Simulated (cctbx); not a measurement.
# Symmetry from intensities

Cell: a = 9.1310 Å, b = 7.9250 Å, c = 12.8470 Å, α = 90.00°, β = 90.10°, γ = 90.00°. Expected content of the cell: Cs4 Ca8 Cl20.

Simulated single-crystal data (cctbx): Mo Kα, λ = 0.71073 Å, to d = 0.6 Å, 80 % of the full sphere, strongest reflection 70000 counts, noise from counting, a 6 % proportional error and a noise floor of 15 counts (s.d.); no absorption.

Tests on the unmerged data give:

```text
14444 reflections to d = 0.600 A
centring   violations  <I/sigma> of those
    A       5327 of  7217      9.5
    B       5298 of  7160      9.3
    C       5383 of  7265      9.3
    I       5374 of  7228      9.3
    R       7163 of  9640      9.4
    F       8004 of 10821      9.4
Laue class    unique    Rint  (classes that these axes allow; Friedel mates merged)
P -1             8648   0.039
P 1 2/m 1        4745   0.046
space group    extra absences  I>4sigma  <I/sigma>
P 1 2 1                 0          0         -  acentric
P 1 21 1               10          0       0.2  acentric
P 1 m 1                 0          0         -  acentric
P 1 c 1               420          0       0.1  acentric
P 1 2/m 1               0          0         -  centric
P 1 21/m 1             10          0       0.2  centric
P 1 2/c 1             420          0       0.1  centric
P 1 21/c 1            430          0       0.1  centric
Wilson B = 0.77 A^2   <|E^2-1|> = 0.903 (0.968 centric, 0.736 acentric)   E^2>4: 3.7 %
shell (A)         n   <I/sigma>
12.85 - 1.20    622     17.4
 1.20 - 0.95    605     16.1
 0.95 - 0.83    584     16.0
 0.83 - 0.76    585     15.5
 0.76 - 0.70    594     14.0
 0.70 - 0.66    581     13.1
 0.66 - 0.63    600     13.1
 0.63 - 0.60    574     11.8
```

Q: Read the symmetry from these tables.

Every centring test has many violations, so the lattice is primitive.

Rint stays low (0.039 to 0.046) up to P 1 2/m 1, the highest class in these axes.

8 settings pass the absence test. The most absences obeyed, 430, belong to P 1 21/c 1 alone.

⟨|E²−1|⟩ = 0.903 leans to a centrosymmetric structure. The Wilson B of 0.77 Å² means U ≈ 0.0098 Å².

The true group is P2_1/c (no. 14), Laue class 2/m, centrosymmetric. The tables fix it.

The model was made for the exercise: a known structure type with other elements put in, its volume estimated, not relaxed; displacement parameters are assumed.

[Logs are printed without paths, hosts, clocks, repeated set-up lines and the standing remarks that a program may print on its own settings, such as how far it seeks lower states.]
